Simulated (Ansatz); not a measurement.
## Pt_Ga in GaN (F-43m): charge-transition levels and formation energies

Aim: at which Fermi levels does Pt_Ga in GaN (F-43m) change its charge? The model is a cell of 54 host atoms with 1 Ga taken out and 1 Pt put in.

Method: place-levels on r2SCAN runs: charge-transition levels and formation energies with image-charge correction and potential alignment at the atomic sites; PAW set soft_1, in Ansatz 0.2.0.

### Step 1. Starting point

The cell holds 54 atoms: 26 Ga, 27 N and 1 Pt. Cell: a = 9.542 Å, b = 9.542 Å, c = 9.542 Å, α = 60.0°, β = 60.0°, γ = 60.0°. It derives from GaN (space group F-43m). Nearest the centre at fractional (0.333, 0.667, 0.667): Pt35 at 0.00 Å, N30 at 1.95 Å, N18 at 1.95 Å, N34 at 1.95 Å, N36 at 1.95 Å, Ga33 at 3.18 Å, Ga17 at 3.18 Å, Ga29 at 3.18 Å.

Structure file:

```xyz
54
Lattice="0.0000 6.7473 6.7473 6.7473 0.0000 6.7473 6.7473 6.7473 0.0000" Properties=species:S:1:pos:R:3 pbc="T T T"
Ga    0.0000    0.0000    0.0000
N     1.1245    1.1245    1.1245
Ga    2.2491    2.2491    0.0000
N     3.3736    3.3736    1.1245
Ga    4.4982    4.4982    0.0000
N     5.6227    5.6227    1.1245
Ga    2.2491    0.0000    2.2491
N     3.3736    1.1245    3.3736
Ga    4.4982    2.2491    2.2491
N     5.6227    3.3736    3.3736
Ga    6.7473    4.4982    2.2491
N     7.8718    5.6227    3.3736
Ga    4.4982    0.0000    4.4982
N     5.6227    1.1245    5.6227
Ga    6.7473    2.2491    4.4982
N     7.8718    3.3736    5.6227
Ga    8.9964    4.4982    4.4982
N    10.1209    5.6227    5.6227
Ga    0.0000    2.2491    2.2491
N     1.1245    3.3736    3.3736
Ga    2.2491    4.4982    2.2491
N     3.3736    5.6227    3.3736
Ga    4.4982    6.7473    2.2491
N     5.6227    7.8718    3.3736
Ga    2.2491    2.2491    4.4982
N     3.3736    3.3736    5.6227
Ga    4.4982    4.4982    4.4982
N     5.6227    5.6227    5.6227
Ga    6.7473    6.7473    4.4982
N     7.8718    7.8718    5.6227
Ga    4.4982    2.2491    6.7473
N     5.6227    3.3736    7.8718
Ga    6.7473    4.4982    6.7473
N     7.8718    5.6227    7.8718
Pt    8.9964    6.7473    6.7473
N    10.1209    7.8718    7.8718
Ga    0.0000    4.4982    4.4982
N     1.1245    5.6227    5.6227
Ga    2.2491    6.7473    4.4982
N     3.3736    7.8718    5.6227
Ga    4.4982    8.9964    4.4982
N     5.6227   10.1209    5.6227
Ga    2.2491    4.4982    6.7473
N     3.3736    5.6227    7.8718
Ga    4.4982    6.7473    6.7473
N     5.6227    7.8718    7.8718
Ga    6.7473    8.9964    6.7473
N     7.8718   10.1209    7.8718
Ga    4.4982    4.4982    8.9964
N     5.6227    5.6227   10.1209
Ga    6.7473    6.7473    8.9964
N     7.8718    7.8718   10.1209
Ga    8.9964    8.9964    8.9964
N    10.1209   10.1209   10.1209
```

The host's dielectric constants go in as inputs: 6.00 for the electrons alone, 10.56 with the ions, computed on the host (DFPT, PBEsol, on the r2SCAN cell), and a cell off the functional's own equilibrium shifts the ionic part.

The cell's shortest repeat is 9.5 Å.

### Step 2. Charge states

A transition level is the Fermi level at which two charge states cost the same, so each charge needs its own total energy, at its own relaxed structure.

Random displacements of about 0.05 Å break the site symmetry at the start, so that the relaxation can reach a distorted minimum if there is one. Forces are taken on a 2×2×2 shifted mesh. The cell holds 1 electron more than the neutral one, with a uniform background that keeps it neutral on the whole.

The sampling was tested on the host first: at the k-points planned (1x1x1 shifted 0.25 0.25 0.25) its energy lies 0.067 eV an atom from the dense-mesh value, so the final energies take a denser sampling.

One state's input; the others differ in charge, spin, start and seed, and in occupations where the table says so.

The input, qm1.relax/input.yaml:

```yaml
crystal:
  lattice:
    - [0.0, 2.24909694, 2.24909694]
    - [2.24909694, 0.0, 2.24909694]
    - [2.24909694, 2.24909694, 0.0]
  atoms:
    - { symbol: Ga, position: [0.0, 0.0, 0.0] }
    - { symbol: "N", position: [0.25, 0.25, 0.25] }
  supercell: [3, 3, 3]
  defects: [{ substitution: { at: 34, symbol: Pt } }]
total_charge: -1
basis:
  ecutwfc: 500
  xc_grid: 2
hamiltonian:
  xc: r2scan
  pseudopotentials: { kind: paw, azcp: { folder: soft_1 } }
kpoints:
  mp_grid: { grid: [2, 2, 2], shift: [0.5, 0.5, 0.5] }
scf:
  occupations: { method: fixed }
  max_iter: 60
output:
  forces: true
  charged_corrections: { epsilon: 6.0, static_epsilon: 10.56 }
relax:
  f_tol: 0.02
  max_steps: 80
  random_displacement: { amplitude: 0.05, seed: 152 }
checkpoint:
  write: "../qm1.relax.run"
  compress: false
  write_wavefunctions: true
  write_every: 100000
```

On the command line:

```bash
$ ansatz run input.yaml --threads 4 --pin off --max-ram 15073MiB --backend cpu --events-out ev --progress --plain --runs-dir out
```

The run of this state that the levels use, under r2SCAN:

The input, qm1.point/input.yaml:

```yaml
crystal:
  checkpoint: "../qm1.relax.run"
  host: checkpoint
total_charge: -1
basis:
  ecutwfc: 500
  xc_grid: 2
hamiltonian:
  xc: r2scan
  pseudopotentials: { kind: paw, azcp: { folder: soft_1 } }
kpoints:
  mp_grid: { grid: [2, 2, 2], shift: [0.5, 0.5, 0.5] }
scf:
  occupations: { method: fixed }
  max_iter: 60
output:
  forces: true
  eigenvalues: true
  charged_corrections:
    epsilon: 6.0
    static_epsilon: 10.56
    defect_position: [0.333333, 0.666667, 0.666667]
  eigenstates: { localisation: true }
  populations: true
  band_densities: [{ bands: [v1, v1] }, { bands: [c1, c1] }]
  write_density: true
  write_potential: true
  volumetric_format: npy
checkpoint:
  read: "../qm1.relax.run"
  write: "../qm1.point.run"
  compress: false
  write_wavefunctions: false
  write_every: 100000
```

Relaxations under r2SCAN at a 2×2×2 shifted mesh; times on 4 threads of Intel Xeon Platinum 8259CL at 2.50GHz (Skylake/Cascade Lake), shared host:

```
charge  moment (μB)  occupations    outcome  steps  largest displacement against the far atoms (Å)     time
    −1            0        fixed  converged     10                                            0.49  6.9 min
     0            1        fixed  converged      8                                            0.16   15 min
    +1            0        fixed  converged      8                                            0.11  6.9 min
    +1            2        fixed  converged     13                                            0.11   31 min
    −1            2        fixed  converged     12                                            0.38   28 min
```

Single points under r2SCAN at a 2×2×2 shifted mesh; times on 4 threads of Intel Xeon Platinum 8259CL at 2.50GHz (Skylake/Cascade Lake), shared host:

```
charge  moment (μB)  occupations    outcome     time
    −1            0        fixed  converged     56 s
     0            1        fixed  converged  2.3 min
    +1            0        fixed  converged     63 s
    +1            2        fixed  converged  2.3 min
    −1            2        fixed  converged    2 min
```

Distances (Å) from Pt35 to the nearest atoms after relaxation with r2SCAN:

```
charge  moment (μB)      1.      2.      3.      4.       5.       6.
    −1            0  N 1.98  N 2.07  N 2.07  N 2.52  Ga 2.69  Ga 2.94
    −1            2  N 2.03  N 2.18  N 2.18  N 2.18  Ga 2.98  Ga 2.99
     0            1  N 2.07  N 2.09  N 2.09  N 2.13  Ga 3.14  Ga 3.16
    +1            0  N 2.04  N 2.04  N 2.05  N 2.05  Ga 3.19  Ga 3.19
    +1            2  N 2.02  N 2.02  N 2.06  N 2.09  Ga 3.18  Ga 3.19
```

### Step 3. place-levels, r2SCAN

A charged cell interacts with its images and the background, and its potential has another zero than the host's. place-levels removes the first by a point-charge model, screened by the static dielectric constant since the ions have relaxed around the charge, and the second by comparing potentials at atoms far from the defect.

The host is a run of the defect-free crystal in the same cutoffs, grids and k-points, so that basis and sampling errors cancel in part in the differences. The host is run in a cell of 2 atoms on a matching mesh. Its band edges are searched through the zone by a band path, so the gap is smaller than, or equal to, that on the mesh. Chemical potentials are energies per atom of Ga (alpha-Ga (Cmce)) and Pt (fcc), run with the same functional and cutoff.

The input, levels.point.yaml:

```yaml
host:
  run: host.point.run
states: [qm1.point.run, q0_M1.point.run, qp1.point.run, qp1_M2.point.run, qm1_M2.point.run]
geometry_from:
  qm1.point.run: qm1.relax.run
  q0_M1.point.run: q0_M1.relax.run
  qp1.point.run: qp1.relax.run
  qp1_M2.point.run: qp1_M2.relax.run
  qm1_M2.point.run: qm1_M2.relax.run
  host.point.run: host.relax.run
chemical_potentials:
  Ga:
    energy: -3790.270342
    dataset: <sha256 of the dataset>
  Pt:
    energy: -12538.255568
    dataset: "<sha256 of the dataset>"
epsilon: 6.0
static_epsilon: 10.56
vertical:
  - { from: qm1.point.run, to: qm1.point_neutral.run }
  - { from: qp1.point.run, to: qp1.point_neutral.run }
  - { from: qp1_M2.point.run, to: qp1_M2.point_neutral.run }
  - { from: qm1_M2.point.run, to: qm1_M2.point_neutral.run }
```

On the command line:

```bash
$ ansatz place-levels levels.point.yaml -- --threads 4 --pin off --max-ram 15073MiB
```

Numbers of over 12 decimals in the logs are rounded to 6 here.

Log:

```text
[... repeated set-up lines and file paths are left out, and long positions are rounded to six places ...]
(+1/0) 0.871 eV above the valence edge, 1.298 eV under the conduction edge
(0/-1) 1.747 eV above the valence edge, 0.422 eV under the conduction edge
formation energy of charge +1: +4.924 eV with the Fermi level at the valence edge
formation energy of charge 0: +5.795 eV with the Fermi level at the valence edge
formation energy of charge -1: +7.541 eV with the Fermi level at the valence edge
vertical -1 to 0: no energy, since no alignment is typed
  the change from vertical[0].from (qm1.point.run) to vertical[0].to (qm1.point_neutral.run): by its potential at epsilon 6 it stands at 0.333 0.715 0.715, with an rms radius of about 1.3 Å (1.1 0.5 0.5 Å across the planes of the cell's vectors); [...]
vertical +1 to 0: no energy, since no alignment is typed
  the change from vertical[1].from (qp1.point.run) to vertical[1].to (qp1.point_neutral.run): by its potential at epsilon 6 it stands at 0.376 0.710 0.718, with an rms radius of about 1.8 Å (1.0 1.0 1.0 Å across the planes of the cell's vectors); [...]
vertical +1 to 0: no energy, since no alignment is typed
  the change from vertical[2].from (qp1_M2.point.run) to vertical[2].to (qp1_M2.point_neutral.run): by its potential at epsilon 6 it stands at 0.383 0.707 0.705, with an rms radius of about 1.8 Å (1.2 0.8 1.1 Å across the planes of the cell's vectors); [...]
vertical -1 to 0: no energy, since no alignment is typed
  the change from vertical[3].from (qm1_M2.point.run) to vertical[3].to (qm1_M2.point_neutral.run): by its potential at epsilon 6 it stands at 0.349 0.704 0.715, with an rms radius of about 1.7 Å (1.3 0.9 0.8 Å across the planes of the cell's vectors); [...]
  edges by r2scan, gap 2.168 eV; the host is sampled to repeats of 19.08 Å
  the defect's cells are sampled to repeats of 19.08 Å, like sampling
  charge +1: -121514.6695 eV with its correction of +0.477 eV, at epsilon 10.56, aligned at sites: +0.2452 eV, mean over 19 atomic sites at or beyond 4.77 Å from the defect at [0.3333, 0.6667, 0.6667], with +0.000000 for the charge's moments and without [...]
  charge 0: +0.000 eV for its dipole among its images, +0.000 omitted
  charge -1: -121493.1529 eV with its correction of -0.076 eV, at epsilon 10.56, aligned at sites: +0.3080 eV, mean over 19 atomic sites at or beyond 4.77 Å from the defect at [0.3333, 0.6667, 0.6667], with +0.000000 for the charge's moments and without [...]
  charge +1: states[2] (qp1.point.run) stands 0.183 eV higher, with a moment of 0.00 μB against 2.00
  charge -1: states[0] (qm1.point.run) stands 0.248 eV higher, with a moment of 0.00 μB against 2.00
  of states[3] (qp1_M2.point.run): its alignment with the host at atomic sites is doubtful: the mean over the far sites moves by -0.0936 eV from their farther parts to their nearer, more than 0.05 eV. [...]
  of states[1] (q0_M1.point.run): its alignment with the host at atomic sites is doubtful: the mean over the far sites moves by +0.0557 eV from their farther parts to their nearer, more than 0.05 eV. [...]
  of states[4] (qm1_M2.point.run): its alignment with the host at atomic sites is doubtful: the mean over the far sites moves by +0.1896 eV from their farther parts to their nearer, more than 0.05 eV. [...]
  of states[2] (qp1.point.run): its alignment with the host at atomic sites is doubtful: the mean over the far sites moves by -0.1158 eV from their farther parts to their nearer, more than 0.05 eV. [...]
  of states[0] (qm1.point.run): its alignment with the host at atomic sites is doubtful: the mean over the far sites moves by +0.1622 eV from their farther parts to their nearer, more than 0.05 eV. [...]
  of vertical[0].to (qm1.point_neutral.run): stability_check_not_made
  of vertical[1].to (qp1.point_neutral.run): stability_check_not_made
  of vertical[2].from (qp1_M2.point.run): stability_check_not_made
  of vertical[2].to (qp1_M2.point_neutral.run): it set out from the moments of a save, which an earlier run chose (saved_moments_taken); stability_check_not_made
  of vertical[3].from (qm1_M2.point.run): stability_check_not_made
  of vertical[3].to (qm1_M2.point_neutral.run): it set out from the moments of a save, which an earlier run chose (saved_moments_taken); seeded_moment_not_kept; stability_check_not_made
```

The job ended after 0.88 s (4 threads of Intel Xeon Platinum 8259CL at 2.50GHz (Skylake/Cascade Lake), shared host).

Levels between the charges placed, in eV above the valence top:

```
        gap (eV)  (+1/0)  (0/−1)
r2SCAN      2.17    0.87    1.75
```

Corrections by state:

```
charge  moment (μB)  image terms and alignment (eV)  band filling (eV)  ε used  over the lowest of its charge, as the program ranks them, band filling apart (eV)
    +1          2.0                           0.477                  -   10.56                                                                              0.000
     0          1.0                           0.000                  -       -                                                                              0.000
    −1          2.0                          -0.076                  -   10.56                                                                              0.000
    +1          0.0                           0.465                  -   10.56                                                                              0.183
    −1          0.0                          -0.074                  -   10.56                                                                              0.248
```

The charged structures listed were also run neutral, and place-levels reads from each pair, by the potential or the spins, how wide the charge is by which they differ; that can be the carrier of either run.

```
charge  rms radius (Å)  spread where it is widest against the cell (Å)  wide from (Å)  reading
    +1             1.8                                            1.16           1.35   narrow
    −1             1.7                                            1.26           1.35   narrow
```

The neutral runs of these pairs need not share the spin of the lowest neutral state, and very wide values only mean spread over the cell.

From the program's caveats on the states, each cut to its opening words:

- charge +1 (2 μB): its alignment with the host at atomic sites is doubtful: the mean over the far sites moves by -0.0936 eV from their farther parts to their nearer, more than [...]
- charge +1 (2 μB), 0 (1 μB), −1 (2 μB): flagged: stability check not made
- charge 0 (1 μB): its alignment with the host at atomic sites is doubtful: the mean over the far sites moves by +0.0557 eV from their farther parts to their nearer, more than [...]
- charge −1 (2 μB): its alignment with the host at atomic sites is doubtful: the mean over the far sites moves by +0.1896 eV from their farther parts to their nearer, more than [...]
- charge +1: its alignment with the host at atomic sites is doubtful: the mean over the far sites moves by -0.1158 eV from their farther parts to their nearer, more than [...]
- charge −1: its alignment with the host at atomic sites is doubtful: the mean over the far sites moves by +0.1622 eV from their farther parts to their nearer, more than [...]

Chemical potentials of the elements' reference phases, run alike. Formation energy by charge state (elemental references; gap 2.17 eV):

```
charge  at valence top (eV)  at conduction bottom (eV)  correction included (eV)
    +1                 4.92                       7.09                      0.48
     0                 5.79                       5.79                      0.00
    −1                 7.54                       5.37                     -0.08
```

Fermi level (eV), lowest formation energy (eV) and a bar from the least value:
```
     0.00       4.92 
     0.20       5.12 #######
     0.39       5.32 ##############
     0.59       5.51 ####################
     0.79       5.71 ###########################
     0.98       5.79 ##############################
     1.18       5.79 ##############################
     1.38       5.79 ##############################
     1.58       5.79 ##############################
     1.77       5.77 #############################
     1.97       5.57 ######################
     2.17       5.37 ###############
```

### Step 4. Summary of results

```yaml
gap_of_the_host: 2.17 eV (r2SCAN)
level_plus_1_over_0: 0.87 eV above the valence top
level_0_minus_1: 1.75 eV above the valence top
lowest_of_the_charges_placed_just_above_the_valence_top_0p02_ev: +1
lowest_of_the_charges_placed_just_below_the_conduction_bottom_0p02_ev: −1
lowest_formation_energy_at_mid_gap_of_the_charges_run_elemental_references: 5.79 eV
```

What this shows: Of the charges placed (−1, 0 and +1), the lowest changes at 0.87 eV (+1/0) and 1.75 eV (0/−1) above the valence top, in a gap of 2.17 eV. Charges above +1 and below −1 were not placed, so these runs say nothing of levels that involve them. States placed: +1 at 2 μB and 0 μB; 0 at 1 μB; −1 at 2 μB and 0 μB. Other spin states or structures, where not listed, weren't placed. Pt is taken at its element; compounds, which aren't counted here, bound the chemical potentials and would shift these formation energies. The program doubts the alignment of potentials for at least one state, a sign that the cell is small. Keep in mind: r2SCAN makes the gap too small and tends to spread out bound carriers; where a gas molecule sets a chemical potential or the host's formation energy, its binding is uncorrected; spin–orbit coupling, which can matter with heavy atoms, is left out.

[Logs are printed without paths, hosts, clocks, repeated set-up lines and the standing remarks that a program may print on its own settings, such as how far it seeks lower states.]

[Hosts, paths, dates, database ids (printed as entryN), source tags and the programs' standing remarks are cut or masked in the printed files.]

[Where a table of states has a column of steps, it counts the stored structures, which are thinned; the runs took as many ionic steps or more.]

[A defect's name tells the site on which it was built; relaxed atoms can leave that site.]

[For some hosts the program warned that the k-mesh of the response run may be too coarse for force constants and the static dielectric constant; such warnings are not shown here.]
